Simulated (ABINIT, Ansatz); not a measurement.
# Hf (Im-3m): from the cell to the phonon bands

How does Hf (Im-3m) vibrate, and is this structure a minimum?

Method: DFT LDA, scalar-relativistic, plane waves, PseudoDojo norm-conserving pseudopotentials, in ABINIT 10.8.3.

This is not the structure that Hf takes at ambient pressure and room temperature (hexagonal, No. 194); it is a model or a phase of other conditions.

## Step 1: The structure

Symmetry: Im-3m, No. 229, cubic system. The conventional cell has a = 3.429 Å, b = 3.429 Å, c = 3.429 Å, α = 90.00°, β = 90.00°, γ = 90.00°. Nearest to Hf lie 8 Hf at 2.97 Å.

Structure file:

```cif
data_structure
_symmetry_space_group_name_H-M 'Im-3m'
_symmetry_Int_Tables_number 229
_cell_length_a 3.4286
_cell_length_b 3.4286
_cell_length_c 3.4286
_cell_angle_alpha 90.000
_cell_angle_beta 90.000
_cell_angle_gamma 90.000
_cell_volume 40.30
loop_
_atom_site_label
_atom_site_type_symbol
_atom_site_symmetry_multiplicity
_atom_site_Wyckoff_symbol
_atom_site_fract_x
_atom_site_fract_y
_atom_site_fract_z
_atom_site_occupancy
Hf1 Hf 2 a 0.00000 0.00000 0.00000 1
```

## Step 2: Relaxing the cell and atoms

The harmonic expansion needs vanishing forces, and a free crystal bears no stress, so cell and atoms are brought to rest. Stress is more sensitive to the basis than forces are: the last 3 Ha under the cutoff are smoothed with ecutsm, and the cutoff is raised above that of the later runs.

The starting cell comes from a relaxation made beforehand in Ansatz (LDA, PseudoDojo NC).

relax.abi

```
# relaxation
ionmov 2
optcell 2
dilatmx 1.08
ntime 40
tolmxf 1.0d-05
tolvrs 1.0d-14
prtwf 0
prtden 0
chksymtnons 0

# basis, mesh and filling
ecut 32.0
ecutsm 3.0
ngkpt 12 12 12
nshiftk 1
shiftk 0.0 0.0 0.0
istwfk *1
occopt 7
tsmear 0.01
nband 12
nstep 100
diemac 1000000.0
prtebands 0
prtgsr 0
useylm 1

# cell and atoms
acell 5.61110497 5.61110497 5.61110497
rprim 
    0.5773502692 0.5773502692 0.5773502692
    -0.5773502692 0.5773502692 0.5773502692
    -0.5773502692 -0.5773502692 0.5773502692
ntypat 1
znucl 72
natom 1
typat 1
xred 
    0.0 0.0 0.0
pp_dirpath "./pseudo"
pseudos "Hf.upf"
```

Started as:

```
$ OMP_NUM_THREADS=1 mpirun -n 4 abinit relax.abi > relax.log
```

Numbers of over 12 decimals in the logs are rounded to 6 here.

relax.abo, the main output file:

```text
[banners, grids, parts of the stress and lines that vanish by symmetry left out]
- input  file    -> relax.abi
- output file    -> relax.abo
- root for input  files -> relaxi
[...]
Symmetries : space group Im -3 m (#229); Bravais cI (body-center cubic)
[...]
mpw =        1508          nfft =       32768          nkpt =          72
[...]
== DATASET  1 ==================================================================
[...]
cutoff_energies: {ecut:  32.0, pawecutdg:  -1.0, }
[...]
ETOT  1  -56.427715797279    -5.643E+01 1.687E-01 1.114E+01
 ETOT  2  -56.442826701385    -1.511E-02 1.357E-02 5.308E-01
 ETOT  3  -56.442918807091    -9.211E-05 1.901E-03 6.778E-04
 ETOT  4  -56.442918947654    -1.406E-07 3.305E-03 4.512E-06
 ETOT  5  -56.442918948245    -5.916E-10 5.609E-04 2.077E-08
[...]
At SCF step    8       vres2   =  6.06E-16 < tolvrs=  1.00E-14 =>converged.
[...]
sigma(1 1)= -9.88074021E-06  sigma(3 2)=  0.00000000E+00
  sigma(2 2)= -9.88074021E-06  sigma(3 1)=  0.00000000E+00
  sigma(3 3)= -9.88074021E-06  sigma(2 1)=  0.00000000E+00
[...]
convergence: {deltae:  2.487E-13, res2:  6.056E-16, residm:  8.913E-04, diffor: null, }
etotal    :  -5.64429189E+01
[...]
ETOT  1  -56.442918587990    -5.644E+01 3.867E-04 9.638E-03
[...]
At SCF step    7       vres2   =  1.35E-16 < tolvrs=  1.00E-14 =>converged.
[...]
sigma(1 1)= -6.42138230E-06  sigma(3 2)=  0.00000000E+00
  sigma(2 2)= -6.42138230E-06  sigma(3 1)=  0.00000000E+00
  sigma(3 3)= -6.42138230E-06  sigma(2 1)=  0.00000000E+00
[...]
convergence: {deltae:  2.203E-13, res2:  1.351E-16, residm:  1.138E-05, diffor: null, }
etotal    :  -5.64429199E+01
[...]
ETOT  1  -56.442915983279    -5.644E+01 9.055E-06 3.344E-02
[...]
ETOT  6  -56.442920656264     1.783E-12 2.848E-06 1.865E-13
 ETOT  7  -56.442920656265    -8.740E-13 1.201E-05 4.700E-16
 At SCF step    7       vres2   =  4.70E-16 < tolvrs=  1.00E-14 =>converged.
[...]
sigma(1 1)= -1.45813194E-08  sigma(3 2)=  0.00000000E+00
  sigma(2 2)= -1.45813194E-08  sigma(3 1)=  0.00000000E+00
  sigma(3 3)= -1.45813194E-08  sigma(2 1)=  0.00000000E+00
[...]
convergence: {deltae: -8.740E-13, res2:  4.700E-16, residm:  1.201E-05, diffor: null, }
etotal    :  -5.64429207E+01
[...]
At Broyd/MD step   3, gradients are converged :
[...]
sigma(1 1)= -1.45813194E-08  sigma(3 2)=  0.00000000E+00
  sigma(2 2)= -1.45813194E-08  sigma(3 1)=  0.00000000E+00
  sigma(3 3)= -1.45813194E-08  sigma(2 1)=  0.00000000E+00
[...]
- sigma(1 1)= -4.28997228E-04  sigma(3 2)=  0.00000000E+00
- sigma(2 2)= -4.28997228E-04  sigma(3 1)=  0.00000000E+00
- sigma(3 3)= -4.28997228E-04  sigma(2 1)=  0.00000000E+00
[...]
fcart     -0.0000000000E+00 -0.0000000000E+00 -0.0000000000E+00
           strten     -1.4581319418E-08 -1.4581319412E-08 -1.4581319421E-08
================================================================================

[key lines of the parts left out:]
pressure_GPa:   4.2900E-04
Total energy (etotal) [Ha]= -5.64429206562648E+01
```

The job ended after 16 s (4 MPI ranks of Arm Neoverse V1, shared host).

Little changed from the start: no atom moved by 0.005 Å and no cell edge by 0.1 %.

Numbers from this step:

- volume per atom: 20.20 Å³
- pressure: 4.29e-4 GPa
- gap on the k-mesh: 0 eV

The volume changes by +0.3 % from the cell with which this run began.

## Step 3: Self-consistent run for the response

The response is built on these wavefunctions, so the potential is converged far more tightly than an energy would need. Occupations are smeared.

gs.abi

```
# ground state
tolvrs 1.0d-16
prtden 1
prtwf 1

# basis, mesh and filling
ecut 25.0
ngkpt 12 12 12
nshiftk 1
shiftk 0.0 0.0 0.0
istwfk *1
occopt 7
tsmear 0.01
nband 12
nstep 100
diemac 1000000.0
prtebands 0
prtgsr 0
useylm 1

# cell and atoms
acell 5.615863478 5.615863478 5.615863478
rprim 
    0.5773502692 0.5773502692 0.5773502692
    -0.5773502692 0.5773502692 0.5773502692
    -0.5773502692 -0.5773502692 0.5773502692
ntypat 1
znucl 72
natom 1
typat 1
xred 
    0.0 0.0 0.0
pp_dirpath "./pseudo"
pseudos "Hf.upf"
```

Started as:

```
$ OMP_NUM_THREADS=1 mpirun -n 4 abinit gs.abi > gs.log
```

gs.abo, the main output file:

```text
[banners, grids, parts of the stress and lines that vanish by symmetry left out]
- input  file    -> gs.abi
- output file    -> gs.abo
- root for input  files -> gsi
[...]
Symmetries : space group Im -3 m (#229); Bravais cI (body-center cubic)
[...]
mpw =         856          nfft =       19683          nkpt =          72
[...]
== DATASET  1 ==================================================================
[...]
cutoff_energies: {ecut:  25.0, pawecutdg:  -1.0, }
[...]
ETOT  1  -56.428838139743    -5.643E+01 2.705E-01 6.984E+00
 ETOT  2  -56.442620017149    -1.378E-02 1.610E-02 3.889E-01
 ETOT  3  -56.442731668484    -1.117E-04 1.196E-03 9.472E-04
 ETOT  4  -56.442731967128    -2.986E-07 2.348E-03 2.571E-06
 ETOT  5  -56.442731967748    -6.191E-10 2.570E-04 2.208E-08
 ETOT  6  -56.442731967752    -4.398E-12 6.321E-04 1.213E-10
 ETOT  7  -56.442731967753    -8.669E-13 1.359E-04 9.656E-15
 ETOT  8  -56.442731967752     9.663E-13 1.588E-04 8.278E-17
 At SCF step    8       vres2   =  8.28E-17 < tolvrs=  1.00E-16 =>converged.
[...]
sigma(1 1)=  1.90613346E-05  sigma(3 2)=  0.00000000E+00
  sigma(2 2)=  1.90613346E-05  sigma(3 1)=  0.00000000E+00
  sigma(3 3)=  1.90613346E-05  sigma(2 1)=  0.00000000E+00
[...]
convergence: {deltae:  9.663E-13, res2:  8.278E-17, residm:  1.588E-04, diffor: null, }
etotal    :  -5.64427320E+01
[...]
sigma(1 1)=  1.90613346E-05  sigma(3 2)=  0.00000000E+00
  sigma(2 2)=  1.90613346E-05  sigma(3 1)=  0.00000000E+00
  sigma(3 3)=  1.90613346E-05  sigma(2 1)=  0.00000000E+00
[...]
- sigma(1 1)=  5.60803826E-01  sigma(3 2)=  0.00000000E+00
- sigma(2 2)=  5.60803826E-01  sigma(3 1)=  0.00000000E+00
- sigma(3 3)=  5.60803826E-01  sigma(2 1)=  0.00000000E+00
[...]
fcart     -0.0000000000E+00 -0.0000000000E+00 -0.0000000000E+00
           strten      1.9061334625E-05  1.9061334625E-05  1.9061334625E-05
================================================================================

[key lines of the parts left out:]
pressure_GPa:  -5.6080E-01
```

It took 7.2 s on 4 MPI ranks.

Numbers from this step:

```
pressure : -0.5608 GPa
```

The cell stands at -0.56 GPa: the relaxation ran with a smoothed and higher cutoff, and the difference is a stress of the finite basis.

(Part 1 of 4 ends here.)

[Host names and launcher messages were left out of these logs when they were recorded.]

[Logs are printed without paths, hosts, clocks, repeated set-up lines and the standing remarks that a program may print on its own settings, such as how far it seeks lower states.]

[Hosts, paths, dates, database ids (printed as entryN), source tags and the programs' standing remarks are cut or masked in the printed files.]
